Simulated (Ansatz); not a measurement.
# The potential step between two gates: antimonene bilayer, AB

Two oppositely charged gates put a neutral stack in a displacement field D. The voltage between them is D/ε₀ times an electrical distance, shorter than the real one because the stack screens.

Set-up. Ansatz 0.2.0, plane waves with PAW datasets (its set soft_2), PBEsol-D3(BJ); isolated slab, charged sheets 4.5 Å from the outer atoms behind model barriers, atoms held. Voltages count from the uncharged case.

| run | D/ε₀ (V/nm) | step in an electron's potential, upper less lower gate (eV) |
| --- | --- | --- |
| run 1 | 0.000 | 0.000 |
| run 2 | 0.543 | 0.352 |
| run 3 | 1.086 | 0.704 |
| run 4 | 2.171 | 1.409 |
| run 5 | 4.343 | ? |

**Question.** What value belongs in the row marked “?”, and how far can the other rows tell?

A least-squares line through the 4 rows shown has slope 0.6490 and intercept −0.0003; no row lies more than 0.001 eV off it. The size of the slope, 0.649 nm, is the electrical distance; the sheets are 1.439 nm apart, and screening reaches beyond the outer atoms. At 4.343 it gives 0.6490 × 4.343 + (−0.0003) = 2.818 eV, beyond the rows fitted. Rounding and scatter of the rows alone allow about ±0.003 eV there.

The run itself gives 2.817 eV: a miss of −0.001 eV, or 0.0 % of the value. Screening stays linear to within 1 % over this range.

Caveats: The gates are model sheets, not atoms. Spin-orbit coupling is left out, which changes the bands of elements this heavy.
